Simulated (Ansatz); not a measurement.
# A scaling study of G0W0 on ZrBrN (R-3m), part 2 of 2

Aim: time one G0W0 calculation on ZrBrN (R-3m) in larger cells, without symmetry and on fewer threads.

Ansatz 0.2.0; G0W0 on PBEsol, plane waves, PAW. Known limits of the many-body steps: short of the basis limit; no spin-orbit coupling.

So far. Step 6 (4 threads, 4×4×4 mesh): Against the run with 4×4×4 mesh, 123 empty bands, screening to 60 eV, the gap moves by +0.000 eV.

**7. 12 atoms (1×1×2 cells), 4×4×2 mesh**

Contents of input.yaml:

```yaml
crystal:
  lattice:
    - [1.8270610019, 1.0548541612, 10.1508053798]
    - [-1.8270610019, 1.0548541612, 10.1508053798]
    - [0.0, -4.219416645, 20.3016107596]
  atoms:
    - { symbol: Zr, position: [0.87597057, 0.87597057, 0.437985285] }
    - { symbol: Zr, position: [0.12402943, 0.12402943, 0.062014715] }
    - { symbol: Br, position: [0.60762986, 0.60762986, 0.30381493] }
    - { symbol: Br, position: [0.39237014, 0.39237014, 0.19618507] }
    - { symbol: "N", position: [0.80494645, 0.80494645, 0.402473225] }
    - { symbol: "N", position: [0.19505355, 0.19505355, 0.097526775] }
    - { symbol: Zr, position: [0.87597057, 0.87597057, 0.937985285] }
    - { symbol: Zr, position: [0.12402943, 0.12402943, 0.562014715] }
    - { symbol: Br, position: [0.60762986, 0.60762986, 0.80381493] }
    - { symbol: Br, position: [0.39237014, 0.39237014, 0.69618507] }
    - { symbol: "N", position: [0.80494645, 0.80494645, 0.902473225] }
    - { symbol: "N", position: [0.19505355, 0.19505355, 0.597526775] }
kpoints:
  mp_grid: { grid: [4, 4, 2] }
hamiltonian:
  xc: pbesol
scf:
  occupations: { method: fixed }
gw:
  n_empty_bands: 246
  ecut_chi: 60.0
  qp_bands: [v1, c1]
  qp_kpoints: band_edges
  screening: { model: contour_deformation }
```

Run with:

```sh
> ansatz run input.yaml --threads 8 --pin off --max-ram 36864MiB --backend cpu --events-out ev --progress --plain --runs-dir out
```

Log:

```text
[...]
Crystal: 12 atoms, lattice volume = 234.762 Å³
Basis set: ecut = 420 eV, 4571 PW (Γ)
Bands: 60, of which v1, the nominal top of the filled ones, is band 48 counted from 1 (47 counted from 0)
Symmetry: 8 space group operations
[...]
k-points: 14 of 32
[...]
5    49      9.7568   -11.0913    -4.1118   -16.3451  0.7841    10.9172    10.8988  root
[...]
12    48      7.3819   -19.9450     2.8513   -17.1558  0.7638     7.4440     7.4440  root
    12    49     10.1823   -10.4403    -4.9492   -16.5974  0.7794    11.4149    11.3901  root
    13    48      7.1630   -20.2220     2.8340   -17.3332  0.7658     7.1082     7.1082  root
    13    49     10.5185   -11.1667    -4.7718   -17.1388  0.7764    11.7448    11.7189  root
[key lines of the parts left out:]
SCF converged after 8 iterations
Free energy (F): -28995.210762 eV
Fermi energy:    7.688141 eV
```

Run time: 4.5 min. Hardware: 8 threads of Arm Neoverse V1, shared host; peak memory 2.5 GiB; 35 min of CPU time.

This step gave:

```
bands summed                                 : 294
RPA ε∞ on this mesh (eigenvalues)            : 4.147, 6.507, 6.507
plane waves in the screening matrix          : 243
G0W0 gap on the mesh                         : 3.123 eV
k of the valence top                         : 0, 0, 0
k of the conduction bottom                   : 0.25, -0.25, 0
starting gap on the mesh                     : 2.056 eV
least direct G0W0 gap on the computed points : 3.632 eV
```

The gap on the mesh goes from 2.06 eV to 3.12 eV, a correction of +1.07 eV. Between the two edge states, bare exchange in place of the xc potential would open the gap by 7.94 eV, and correlation takes back 6.88 eV.

**8. 24 atoms (2×1×2 cells), 2×4×2 mesh**

Contents of input.yaml:

```yaml
crystal:
  lattice:
    - [3.6541220038, 2.1097083224, 20.3016107596]
    - [-1.8270610019, 1.0548541612, 10.1508053798]
    - [0.0, -4.219416645, 20.3016107596]
  atoms:
    - { symbol: Zr, position: [0.437985285, 0.87597057, 0.437985285] }
    - { symbol: Zr, position: [0.062014715, 0.12402943, 0.062014715] }
    - { symbol: Br, position: [0.30381493, 0.60762986, 0.30381493] }
    - { symbol: Br, position: [0.19618507, 0.39237014, 0.19618507] }
    - { symbol: "N", position: [0.402473225, 0.80494645, 0.402473225] }
    - { symbol: "N", position: [0.097526775, 0.19505355, 0.097526775] }
    - { symbol: Zr, position: [0.437985285, 0.87597057, 0.937985285] }
    - { symbol: Zr, position: [0.062014715, 0.12402943, 0.562014715] }
    - { symbol: Br, position: [0.30381493, 0.60762986, 0.80381493] }
    - { symbol: Br, position: [0.19618507, 0.39237014, 0.69618507] }
    - { symbol: "N", position: [0.402473225, 0.80494645, 0.902473225] }
    - { symbol: "N", position: [0.097526775, 0.19505355, 0.597526775] }
    - { symbol: Zr, position: [0.937985285, 0.87597057, 0.437985285] }
    - { symbol: Zr, position: [0.562014715, 0.12402943, 0.062014715] }
    - { symbol: Br, position: [0.80381493, 0.60762986, 0.30381493] }
    - { symbol: Br, position: [0.69618507, 0.39237014, 0.19618507] }
    - { symbol: "N", position: [0.902473225, 0.80494645, 0.402473225] }
    - { symbol: "N", position: [0.597526775, 0.19505355, 0.097526775] }
    - { symbol: Zr, position: [0.937985285, 0.87597057, 0.937985285] }
    - { symbol: Zr, position: [0.562014715, 0.12402943, 0.562014715] }
    - { symbol: Br, position: [0.80381493, 0.60762986, 0.80381493] }
    - { symbol: Br, position: [0.69618507, 0.39237014, 0.69618507] }
    - { symbol: "N", position: [0.902473225, 0.80494645, 0.902473225] }
    - { symbol: "N", position: [0.597526775, 0.19505355, 0.597526775] }
kpoints:
  mp_grid: { grid: [2, 4, 2] }
hamiltonian:
  xc: pbesol
scf:
  occupations: { method: fixed }
gw:
  n_empty_bands: 492
  ecut_chi: 60.0
  qp_bands: [v1, c1]
  qp_kpoints: band_edges
  screening: { model: contour_deformation }
```

Log:

```text
[...]
Crystal: 24 atoms, lattice volume = 469.523 Å³
Basis set: ecut = 420 eV, 9175 PW (Γ)
Bands: 120, of which v1, the nominal top of the filled ones, is band 96 counted from 1 (95 counted from 0)
Symmetry: 16 space group operations
[...]
k-points: 9 of 16
[...]
3    97      9.7441   -11.0516    -4.0937   -16.2816  0.7847    10.8983    10.8803  root
[...]
7    96      7.5455   -20.1956     2.8076   -17.4495  0.7659     7.6069     7.6070  root
     7    97     10.1815   -10.4396    -4.9496   -16.5970  0.7794    11.4141    11.3893  root
     8    96      7.1317   -20.1208     2.8135   -17.2529  0.7655     7.0773     7.0773  root
     8    97      9.7695   -11.1299    -4.1306   -16.4086  0.7836    10.9363    10.9175  root
[key lines of the parts left out:]
SCF converged after 8 iterations
Free energy (F): -57990.421524 eV
Fermi energy:    7.688144 eV
```

It took 13 min on 8 threads; peak memory 8.3 GiB; 1.7 h of CPU time.

Numbers from this step:

| Quantity | Value |
| --- | --- |
| bands summed | 588 |
| RPA ε∞ on this mesh (eigenvalues) | 4.147, 6.507, 6.507 |
| plane waves in the screening matrix | 493 |
| G0W0 gap on the mesh | 3.124 eV |
| k of the valence top | 0, 0, 0 |
| k of the conduction bottom | -0.5, 0, -0.5 |
| starting gap on the mesh | 2.056 eV |
| least direct G0W0 gap on the computed points | 3.632 eV |

The gap on the mesh goes from 2.06 eV to 3.12 eV, a correction of +1.07 eV. Between the two edge states, bare exchange in place of the xc potential would open the gap by 7.94 eV, and correlation takes back 6.88 eV.

**9. The runs together**

A supercell on the folded mesh samples the same points as the primitive cell, so the gap should stay. Times are wall times on shared hardware, named with each run.

```csv
run,mesh,irreducible k,bands,screening plane waves,threads,gap (eV),time,CPU time,host memory (GiB)
6 atoms (1×1×1 cells),4×4×4,13,147,121,8,3.123,52 s,6.6 min,0.88
no symmetry,4×4×4,36,147,121,8,3.123,4.4 min,34 min,1.4
1 thread,4×4×4,13,147,121,1,3.123,5.7 min,5.7 min,0.58
2 threads,4×4×4,13,147,121,2,3.123,2.9 min,5.8 min,0.59
4 threads,4×4×4,13,147,121,4,3.123,94 s,6.1 min,0.68
12 atoms (1×1×2 cells),4×4×2,14,294,243,8,3.123,4.5 min,35 min,2.5
24 atoms (2×1×2 cells),2×4×2,9,588,493,8,3.124,13 min,1.7 h,8.3
```

**10. Results**

| Property | Result |
| --- | --- |
| 6 atoms (1×1×1 cells) | 52 s, gap 3.12 eV |
| no symmetry | 4.4 min, gap 3.12 eV |
| 1 thread | 5.7 min, gap 3.12 eV |
| 2 threads | 2.9 min, gap 3.12 eV |
| 4 threads | 94 s, gap 3.12 eV |
| 12 atoms (1×1×2 cells) | 4.5 min, gap 3.12 eV |
| 24 atoms (2×1×2 cells) | 13 min, gap 3.12 eV |

From 6 to 24 atoms the gap stays within 0.000 eV, while the time grows 16-fold. Over the last step it grows as about the power 1.6 of the size; fewer k points offset part of the fourth-power cost of the screening. Without symmetry the mesh holds 36 points in place of 13, the run takes 5.1 times as long and the gap changes by −0.0001 eV. Going from 1 to 8 threads speeds the run 6.7-fold, an efficiency of about 83 %. The host was shared, so single times are good to a factor of about two.

[Long decimals in the printed logs are rounded to 6 places.]

[Logs are printed without paths, hosts, clocks, repeated set-up lines and the standing remarks that a program may print on its own settings, such as how far it seeks lower states.]

[Paths, hosts, dates, memory and timing lines, banners, echoed tables and standing remarks are left out of the program output; an Ansatz launch command may be rebuilt from the run's recorded settings. Measured values are a selection of at most five: reports struck by readers or far from the other reports are left out. None is set beside runs whose start may be inverted or whose files or cutoffs have a known fault.]

[Runs of the session that timed out or met a known fault of the program may be left out.]

[Cells called generated may have been cut or substituted from an entry of the Crystallography Open Database or the Materials Project.]

[Hosts, paths, dates, database ids (printed as entryN), source tags and the programs' standing remarks are cut or masked in the printed files.]

[Where the starting crystal was built by hand or by swapping elements, it need not be the compound's stable phase.]
